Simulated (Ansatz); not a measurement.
# What TaInSe3 (model cell, started as cubic perovskite with Ta in the octahedra) distorts into

Wanted: the energy along a soft mode of TaInSe3 (model cell, started as cubic perovskite with Ta in the octahedra) and the structure at the end.

Program: Ansatz 0.2.0. Level of theory: DFT PBEsol, scalar-relativistic, plane waves, PAW. Results are calculated unless marked as measured.

Report form: the programs' logs are mostly left out.

The structure was built from a prototype and need not be the compound's stable phase.

### 1. Set-up

The structure is cubic, space group Pm-3m (No. 221). Conventional cell: a = 5.019 Å, b = 5.019 Å, c = 5.019 Å, α = 90.00°, β = 90.00°, γ = 90.00°. Nearest to In lie 12 Se at 3.55 Å. Nearest to Ta lie 6 Se at 2.51 Å. Se has 2 Ta at 2.51 Å nearest. Farther neighbours and most contacts between anions are not listed.

### 2. The dispersion

The cell comes from relaxations at this level that are not shown. Stability and thermal properties need the whole zone. Linear response on a 2×2×2 q mesh gives force constants as far as a supercell of that size would.

input.yaml reads:

```yaml
crystal:
  lattice:
    - [5.019252156, 0.0, 0.0]
    - [0.0, 5.019252156, 0.0]
    - [0.0, 0.0, 5.019252156]
  atoms:
    - { symbol: In, position: [0.0, 0.0, 0.0] }
    - { symbol: Ta, position: [0.5, 0.5, 0.5] }
    - { symbol: Se, position: [0.5, 0.5, 0.0] }
    - { symbol: Se, position: [0.5, 0.0, 0.5] }
    - { symbol: Se, position: [0.0, 0.5, 0.5] }
kpoints:
  mp_grid: { grid: [6, 6, 6] }
hamiltonian:
  xc: pbesol
scf:
  occupations: { method: methfessel_paxton, width: 0.15 }
output:
  eigenvalues: true
phonons:
  method: dfpt
  qmesh: [2, 2, 2]
  temperatures: { t_max: 1000, t_step: 50 }
  qpath:
    path:
      - [[0.0, 0.0, 0.0], [0.0, 0.5, 0.0], [0.5, 0.5, 0.0], [0.0, 0.0, 0.0], [0.5, 0.5, 0.5], [0.0, 0.5, 0.0]]
      - [[0.5, 0.5, 0.5], [0.5, 0.5, 0.0]]
    npoints: 10
```

Launch:

```sh
$ ansatz run input.yaml --threads 8 --pin off --max-ram 14336MiB --backend cpu --events-out ev --progress --plain --runs-dir out
```

Wall time 6.8 min (8 threads of Arm Neoverse N1, shared host); peak memory 1.5 GiB; 30 min of CPU time.

This step gave:

```yaml
volume_per_atom: 25.29 Å³
gap_on_the_k_mesh: 0 eV
sum_rule_residual_before_enforcement: 1.02e-4 eV/Å²
lowest_frequency_on_the_path: -71.42 cm⁻¹
point_group: m-3m
highest_frequency_on_the_path_or_at_a_solved_wavevector: 299.5 cm⁻¹
highest_optical_mode_at_the_zone_centre_no_lo_to_term: 225.0 cm⁻¹
lowest_optical_zone_centre_mode: -31.2 cm⁻¹
lowest_mode_on_the_q_mesh_acoustic_modes_at_gamma_apart: -71.42 cm⁻¹
```

Frequencies (cm⁻¹) solved at each irreducible wavevector; negative means imaginary. Frequencies by wavevector, by row:

```tsv
q in reciprocal lattice units	star	mode 1	mode 2	mode 3	mode 4	mode 13	mode 14	mode 15
0 0 0	1	-31.2	-31.2	-31.2	0	225	225	225
0 0 -0.5	3	-19.8	-19.8	18.4	18.4	223.6	223.6	267.2
0 -0.5 -0.5	3	-71.4	-26.9	-26.9	-8.8	160.8	220.6	283.2
-0.5 -0.5 -0.5	1	-70	-70	-70	-19.9	146.7	146.7	299.5
```

Interpolated from a 2×2×2 q mesh. The phonon branches at the labelled points (cm⁻¹):

```tsv
point	branch 1	branch 2	branch 3	branch 4	branch 12	branch 13	branch 14	branch 15
Γ	-31	-31	-31	0	59	225	225	225
halfway	-25	-25	18	18	108	224	224	245
X	-20	-20	18	18	146	224	224	267
halfway	-39	-23	-15	6	146	196	222	276
M	-71	-27	-27	-9	147	161	221	283
halfway	-21	-18	-14	-7	110	209	223	262
Γ	-31	-31	-31	0	59	225	225	225
halfway	-22	-21	-21	-17	111	200	200	278
R	-70	-70	-70	-20	147	147	147	300
halfway	-41	-37	-21	-21	147	178	191	288
X	-20	-20	18	18	146	224	224	267
jump to R	-70	-70	-70	-20	147	147	147	300
halfway	-71	-40	-40	-22	147	147	174	295
M	-71	-27	-27	-9	147	161	221	283
```

Symmetry leaves 4 wavevectors to solve. The lowest mode among them, the acoustic zeros apart, lies at q = (0, -0.5, -0.5) and is imaginary, 71.4i cm⁻¹, so the energy falls along it.

### 3. The mode frozen in, largest atomic shift 0 Å

The mode followed lies at q = (-0.5, -0.5, -0.5) with frequency 70.0i cm⁻¹ and is 3-fold degenerate, one of the unstable modes though not the softest. At small amplitude the distorted cell has space group no. 167 by a symmetry search on the positions. The undistorted cell that holds it gives the zero of energy on the same k mesh.

System of this step: TaInSe3 (model cell, started as cubic perovskite with Ta in the octahedra). The structure is cubic, space group Pm-3m (No. 221). Conventional cell: a = 5.019 Å, b = 5.019 Å, c = 5.019 Å, α = 90.00°, β = 90.00°, γ = 90.00°. Nearest to In lie 12 Se at 3.55 Å. Ta has 6 Se at 2.51 Å nearest. Nearest to Se lie 2 Ta at 2.51 Å. Farther neighbours and most contacts between anions are not listed.

input.yaml reads:

```yaml
crystal:
  lattice:
    - [5.019252156, 5.019252156, 0.0]
    - [5.019252156, 0.0, 5.019252156]
    - [5.019252156, 0.0, -5.019252156]
  atoms:
    - { symbol: In, position: [0.0, 0.0, 0.0] }
    - { symbol: In, position: [0.0, 0.5, 0.5] }
    - { symbol: Ta, position: [0.5, 0.25, 0.75] }
    - { symbol: Ta, position: [0.5, 0.75, 0.25] }
    - { symbol: Se, position: [0.5, 0.0, 1.0] }
    - { symbol: Se, position: [0.5, 0.5, 0.5] }
    - { symbol: Se, position: [0.0, 0.5, 0.0] }
    - { symbol: Se, position: [0.0, 0.0, 0.5] }
    - { symbol: Se, position: [0.5, 0.5, 0.0] }
    - { symbol: Se, position: [0.5, 0.0, 0.5] }
kpoints:
  mp_grid: { grid: [6, 6, 6] }
hamiltonian:
  xc: pbesol
scf:
  occupations: { method: methfessel_paxton, width: 0.15 }
output:
  forces: true
  stress: true
  eigenvalues: true
```

Wall time 7.5 s (8 threads); peak memory 1.3 GiB.

This step gave:

```yaml
pressure: -0.03760 GPa
energy_from_the_undistorted_cell: 0 meV/atom
```

The run ends at a pressure of -0.04 GPa.

### 4. The mode frozen in, largest atomic shift 0.6 Å

The atoms are moved along the unstable eigenvector, the largest shift by 0.6 Å, with the cell fixed.

input.yaml, the sections that differ from step 3:

```yaml
crystal:
  lattice:
    - [5.019252156, 5.019252156, 0.0]
    - [5.019252156, 0.0, 5.019252156]
    - [5.019252156, 0.0, -5.019252156]
  atoms:
    - { symbol: In, position: [0.0, 0.0, 0.0] }
    - { symbol: In, position: [0.0, 0.5, 0.5] }
    - { symbol: Ta, position: [0.5, 0.25, 0.75] }
    - { symbol: Ta, position: [0.5, 0.75, 0.25] }
    - { symbol: Se, position: [0.584527347, 0.0, 1.0] }
    - { symbol: Se, position: [0.415472653, 0.5, 0.5] }
    - { symbol: Se, position: [0.0, 0.415472653, 0.0] }
    - { symbol: Se, position: [0.0, 0.084527347, 0.5] }
    - { symbol: Se, position: [0.415472653, 0.584527347, 0.0] }
    - { symbol: Se, position: [0.584527347, -0.084527347, 0.5] }
# kpoints, hamiltonian, scf, output: as in step 3
```

The job ended after 13 s (8 threads; peak memory 1.5 GiB; 89 s of CPU time).

Numbers from this step:

```
pressure                         : -4.306 GPa
energy from the undistorted cell : -96.01 meV/atom
```

The energy, extrapolated to zero smearing, is -96.01 meV/atom against the undistorted cell.

The run ends at a pressure of -4.31 GPa, with forces up to 0.16 eV/Å.

### 5. Energy along the mode, all amplitudes (two of the runs are shown above)

An imaginary frequency means negative curvature, so the energy should fall and then rise again as anharmonic terms take over.

This step gave:

- depth at the lowest point sampled: 96.01 meV/atom
- largest atomic shift at that point: 0.6 Å

Energy from the parent against largest atomic shift:

```tsv
largest atomic shift (Å)	energy from the parent (meV/atom)
0.000	0
0.040	-0.684
0.080	-2.71
0.140	-8.17
0.220	-20.0
0.320	-40.9
0.450	-71.2
0.600	-96.0
```

Displacement at unit largest shift by atom:

```tsv
atom	x (Å)	y (Å)	z (Å)	size
In1	0.000	0.000	0.000	0.000
In2	0.000	0.000	0.000	0.000
Ta3	0.000	0.000	0.000	0.000
Ta4	0.000	0.000	0.000	0.000
Se5	0.707	0.707	0.000	1.000
Se6	-0.707	-0.707	0.000	1.000
Se7	-0.707	0.000	-0.707	1.000
Se8	0.707	0.000	0.707	1.000
Se9	0.000	-0.707	0.707	1.000
Se10	0.000	0.707	-0.707	1.000
```

The lowest of the steps tried is the last one, at 0.6 Å, 96.0 meV/atom below the parent; the bottom of the well need not coincide with a step.

### 6. Relaxing from the distorted cell

Starting from the lowest point found, all atoms and the cell are let go, so that strain and other modes of the same symmetry can join in.

Edit input.yaml of step 4 so:

```diff
@@ -26 +26,10 @@
   eigenvalues: true
+  write_density: true
+  write_potential: true
+  elf: true
+  volumetric_format: npy
+relax:
+  adjacent_minimum: "off"
+  f_tol: 0.002
+  max_steps: 120
+  cell: { stress_tol: 0.03 }
```

It took 1.9 min on 8 threads; peak memory 1.6 GiB; 13 min of CPU time.

The steps of the relaxation:

```tsv
step	energy less that of the first step (eV)	largest force component (eV/Å)	pressure (GPa)	volume (Å³)
1	0.0000	0.1145	-4.31	252.90
2	-0.3092	0.2586	1.95	230.47
3	-0.4590	0.0562	0.15	230.58
4	-0.4642	0.0252	0.07	229.32
5	-0.4649	0.0065	0.04	229.62
6	-0.4652	0.0005	0.00	229.87
7*	-0.4621	0.0005	-0.01	229.87
```

Relaxation steps marked * repeat the geometry before them on a plane-wave basis chosen anew for their cell, so energy and pressure can jump there.

The run keeps the 12 symmetry operations that it works with, so distortions that break them were not tested.

```tsv
conventional cell, symmetrised	before	after	change
a (Å)	7.098	7.026	-1.0 %
b (Å)	7.098	7.026	-1.0 %
c (Å)	17.387	16.129	-7.2 %
volume (Å³/atom)	25.29	22.99	-9.1 %
```

The atoms that moved most (Å, as changes of fractional coordinates times the final cell):

```tsv
atom	dx	dy	dz	length
Se5	0.123	0.123	0.000	0.174
Se10	0.000	0.123	-0.123	0.174
Se9	0.000	-0.123	0.123	0.174
Se8	0.123	0.000	0.123	0.174
Se6	-0.123	-0.123	0.000	0.174
Se7	-0.123	0.000	-0.123	0.174
```

This step gave:

```
pressure        : -0.005546 GPa
volume per atom : 22.99 Å³
```

Electrostatic potential energy in the ac plane of the conventional cell at fractional y = 0.000, with atoms of In and Ta and Se within 0.2 Å of it. With pseudopotentials it is smooth inside the atoms' cores, unlike the true potential.

Values in eV, 13 rows by 16 columns, each cell a mean:
```
-19 -11   4  12  14  14  15  14  13   4  -2  -1  -2   3  -6 -17
 12  13  14  14  15  15  14  14  12   4  -2  -2  -1   8  13  13
-12  -4   8  12   7   1   1   1   8  13  14  14  13  10   1 -10
-27 -18   3  10   0  -4  -1  -4   2  12  14  14  13   8 -10 -25
 11  12  14  14  14  13  13  13  13  10   5   4   6  12  12  11
 -3   3  10  13  14  15  15  14  11  -1  -6  -4  -7   3   5  -1
-33 -26  -2   8   8   8  11  14  14  14  12  11  10   4 -18 -32
  3   7   7  -6  -5  -5  -7   8  13  14  15  15  14  12   9   4
  8  11  12  11   7   7  10  13  12  10  11  13  14  14  12   9
-30 -21   1  12  14  15  14   7  -7  -1  -2  -6   7   7 -13 -29
 -6   1  10  13  13  13  14  12   6   3   3   7  12  12   5  -4
 12  12  10  -2  -4  -3  -3   9  13  14  15  15  14  14  13  12
-24 -17   0   2   0   0   4  12  14  15  14  14  13   7 -10 -23
```
Columns run along a (7.0 Å; values clipped at the 3rd and 97th percentile), rows up along c (16.1 Å), edges of the conventional cell, whose origin can differ from the input's. Atoms in or near the plane, at fractional coordinates: In at (0.00, 0.75), In at (0.00, 0.25), Ta at (0.00, 0.50), Ta at (0.00, 0.00), Se at (0.39, 0.75), Se at (0.61, 0.25).

ELF in the ac plane of the conventional cell at fractional y = 0.000, with atoms of In and Ta and Se within 0.2 Å of it. It is the smooth field of the valence electrons, not physical close to the nuclei.

Values, 13 rows by 16 columns, each cell a mean:
```
0.42 0.41 0.23 0.21 0.16 0.10 0.06 0.12 0.42 0.67 0.69 0.65 0.70 0.52 0.39 0.43
0.14 0.15 0.14 0.10 0.07 0.09 0.11 0.15 0.36 0.61 0.68 0.67 0.73 0.64 0.36 0.17
0.19 0.21 0.19 0.32 0.55 0.66 0.65 0.66 0.51 0.28 0.17 0.19 0.17 0.18 0.22 0.20
0.11 0.20 0.24 0.47 0.71 0.62 0.48 0.64 0.67 0.38 0.10 0.05 0.10 0.21 0.24 0.14
0.16 0.15 0.11 0.09 0.15 0.28 0.34 0.29 0.27 0.41 0.57 0.63 0.58 0.42 0.24 0.17
0.29 0.25 0.21 0.20 0.12 0.05 0.04 0.15 0.52 0.74 0.67 0.58 0.73 0.68 0.39 0.29
0.48 0.60 0.29 0.40 0.51 0.50 0.42 0.25 0.16 0.27 0.38 0.42 0.39 0.24 0.49 0.57
0.22 0.30 0.61 0.76 0.63 0.60 0.74 0.64 0.26 0.06 0.04 0.08 0.16 0.20 0.20 0.21
0.18 0.19 0.29 0.44 0.54 0.52 0.39 0.29 0.34 0.42 0.41 0.28 0.14 0.10 0.14 0.17
0.08 0.20 0.25 0.15 0.05 0.05 0.27 0.62 0.70 0.47 0.50 0.73 0.63 0.30 0.23 0.11
0.20 0.21 0.19 0.22 0.27 0.26 0.23 0.36 0.56 0.64 0.63 0.53 0.33 0.17 0.19 0.21
0.14 0.28 0.60 0.75 0.67 0.64 0.70 0.53 0.22 0.09 0.06 0.07 0.11 0.15 0.16 0.15
0.42 0.46 0.38 0.61 0.67 0.67 0.65 0.47 0.18 0.09 0.14 0.19 0.23 0.20 0.39 0.47
```
Columns run along a (7.0 Å), rows up along c (16.1 Å), edges of the conventional cell, whose origin can differ from the input's. Atoms in or near the plane, at fractional coordinates: In at (0.00, 0.75), In at (0.00, 0.25), Ta at (0.00, 0.50), Ta at (0.00, 0.00), Se at (0.39, 0.75), Se at (0.61, 0.25).

Valence density in the ac plane of the conventional cell at fractional y = 0.000, with atoms of In and Ta and Se within 0.2 Å of it. It is the smooth field of the valence electrons, not physical close to the nuclei.

Ten steps, logarithmic in the rise over the least value, from '0' (0 e/Å³) to '9' (23 e/Å³), each cell a mean:
```
65310000000112222246
21100000001247753212
00000000001236642100
00000000000011111000
32100123321000000023
76311369962100000257
75311258852100000246
21000112211000000012
00000000000112221000
00000000001247752100
33110000001236642223
66411000000011211356
65322222100000001246
22124675310000000112
00123565210000000000
00001111100000000000
32100000012232110123
76310000024898421257
75310000014786321246
21000000001221100012
00011222100000000000
00124675310000000000
33223565210000000123
66421221100000001256
```
Columns run along a (7.0 Å), rows up along c (16.1 Å), edges of the conventional cell, whose origin can differ from the input's. Atoms in or near the plane, at fractional coordinates: In at (0.00, 0.75), In at (0.00, 0.25), Ta at (0.00, 0.50), Ta at (0.00, 0.00), Se at (0.39, 0.75), Se at (0.61, 0.25).

The distorted start has space group R-3c; the relaxation ends in R-3c.

### 7. Modes of the new phase

A relaxed structure may still be a saddle point, so its zone-centre modes are computed. No field response is asked, since the mesh shows no gap.

input.yaml reads:

```yaml
crystal:
  lattice:
    - [4.9684680034, 4.9684680034, 0.0]
    - [4.9684680034, 0.0, 4.9684680034]
    - [4.7601442539, 0.2083237495, -4.7601442539]
  atoms:
    - { symbol: In, position: [0.0, 0.0, 0.0] }
    - { symbol: In, position: [0.0, 0.5, 0.5] }
    - { symbol: Ta, position: [0.5, 0.25, 0.75] }
    - { symbol: Ta, position: [0.5, 0.75, 0.25] }
    - { symbol: Se, position: [0.6093547967, 0.0, 1.0] }
    - { symbol: Se, position: [0.3906452033, 0.5, 0.5] }
    - { symbol: Se, position: [0.0, 0.3906452033, 0.0] }
    - { symbol: Se, position: [0.0, 0.1093547967, 0.5] }
    - { symbol: Se, position: [0.3906452033, 0.6093547967, 0.0] }
    - { symbol: Se, position: [0.6093547967, -0.1093547967, 0.5] }
kpoints:
  mp_grid: { grid: [6, 6, 6] }
hamiltonian:
  xc: pbesol
scf:
  occupations: { method: methfessel_paxton, width: 0.15 }
output:
  eigenvalues: true
phonons:
  method: dfpt
```

Run time: 8.8 min. Hardware: 8 threads; peak memory 7 GiB.

Numbers from this step:

- sum-rule residual before enforcement: 6.14e-5 eV/Å²
- point group: -3m
- highest optical mode at the zone centre (no LO-TO term): 266.0 cm⁻¹
- lowest optical zone-centre mode: -39.1 cm⁻¹

Patterns of degenerate modes are one choice out of their space. Modes at Γ, with each element's share of the kinetic energy (negative means imaginary):

```tsv
mode	frequency (cm⁻¹)	symmetry	In %	Ta %	Se %
1	-39.1	A2g	99	0	1
2	-39.0	A2u	78	8	13
3	0.0	acoustic	22	34	44
4	0.0	acoustic	22	34	44
5	0.0	acoustic	22	34	44
6	52.2	Eg	23	0	77
7	52.2	Eg	23	0	77
8	57.9	Eu	17	2	81
9	57.9	Eu	17	2	81
10	87.6	Eu	25	52	23
11	87.6	Eu	25	52	23
12	89.8	Eg	55	0	45
13	89.8	Eg	55	0	45
14	91.0	A2u	0	38	62
15	104.1	A1u	0	80	20
16	104.5	A2g	1	0	99
17	121.3	A1g	0	0	100
18	126.9	A1u	0	20	80
19	148.8	Eu	18	75	6
20	148.8	Eu	18	75	6
21	162.4	Eu	16	28	56
22	162.4	Eu	16	28	56
23	176.3	Eg	22	0	78
24	176.3	Eg	22	0	78
25	193.2	A2u	0	20	80
26	207.5	Eg	0	0	100
27	207.5	Eg	0	0	100
28	215.5	Eu	2	8	90
29	215.5	Eu	2	8	90
30	266.0	A2g	0	0	100
```

Displacements in mode 1 (-39.1 cm⁻¹), the largest set to 1:
```
In1  1.00 -1.00 -1.00
In2 -1.00  1.00  1.00
Ta3  0.00  0.00  0.00
Ta4  0.00  0.00  0.00
Se5 -0.10  0.10 -0.02
Se6  0.10 -0.10  0.02
Se7 -0.10 -0.02  0.10
Se8  0.10  0.02 -0.10
Se9  0.02  0.10  0.10
Se10-0.02 -0.10 -0.10
```

Displacements in mode 29 (215.5 cm⁻¹), the largest set to 1:
```
In1  0.14  0.06  0.08
In2  0.14  0.06  0.08
Ta3 -0.21 -0.03 -0.18
Ta4 -0.22 -0.16 -0.06
Se5 -0.35 -0.21  0.57
Se6 -0.35 -0.21  0.57
Se7 -0.36  0.43 -0.26
Se8 -0.36  0.43 -0.26
Se9  1.00 -0.10 -0.15
Se10 1.00 -0.10 -0.15
```

Before it was imposed, the acoustic sum rule was missed by 6.1e-5 eV/Å². Small misses are needed for a sound result but don't prove that mesh and cutoff are converged. The lowest optical mode is imaginary, 39.1i cm⁻¹, so the energy falls along it.

### 8. What came out

```yaml
unstable_mode_of_the_parent: q = (-0.5, -0.5, -0.5), 70i cm⁻¹
depth_at_the_lowest_point_sampled: 96.0 meV/atom
largest_atomic_shift_at_that_point: 0.6 Å
space_group_reached_within_0p01_a: R-3c
energy_gained_over_the_parent_first_relaxation_on_the_mesh_of_the_frozen_mode: 142 meV/atom
volume_per_atom_phase_reached: 23.0 Å³
lowest_optical_zone_centre_mode_phase_reached: -39.1 cm⁻¹
highest_optical_mode_at_the_zone_centre_no_lo_to_term_phase_reached: 266 cm⁻¹
```

Along this mode the structure falls into R-3c, 142 meV/atom below the parent. At the parent's cell the well is 96.01 meV/atom deep on the steps tried, with its lowest point at a shift of 0.6 Å. That is the last step tried, so the steps alone don't bracket the bottom of the well. Relaxing atoms and cell changes the gain by +46.20 meV/atom against the lowest step (energies at zero smearing). The new phase still has an imaginary mode at the zone centre of its cell, so it is a saddle point on the way to a lower structure. Of the 7 patterns followed to their end from this parent, this one reaches the lowest energy. Each path keeps the symmetry of its pattern, so a lower phase may lie along a pattern not tried. With no gap, or one that is small against the smearing, the frequencies hang on the k mesh and the smearing, most of all near Kohn anomalies. Spin-orbit coupling is left out, which can matter for the heavy elements here. The starting cell was built on a prototype and not taken from a measurement, so the phase need not exist.

[Logs are printed without paths, hosts, clocks, repeated set-up lines and the standing remarks that a program may print on its own settings, such as how far it seeks lower states.]

[Hosts, paths, dates, database ids (printed as entryN), source tags and the programs' standing remarks are cut or masked in the printed files.]
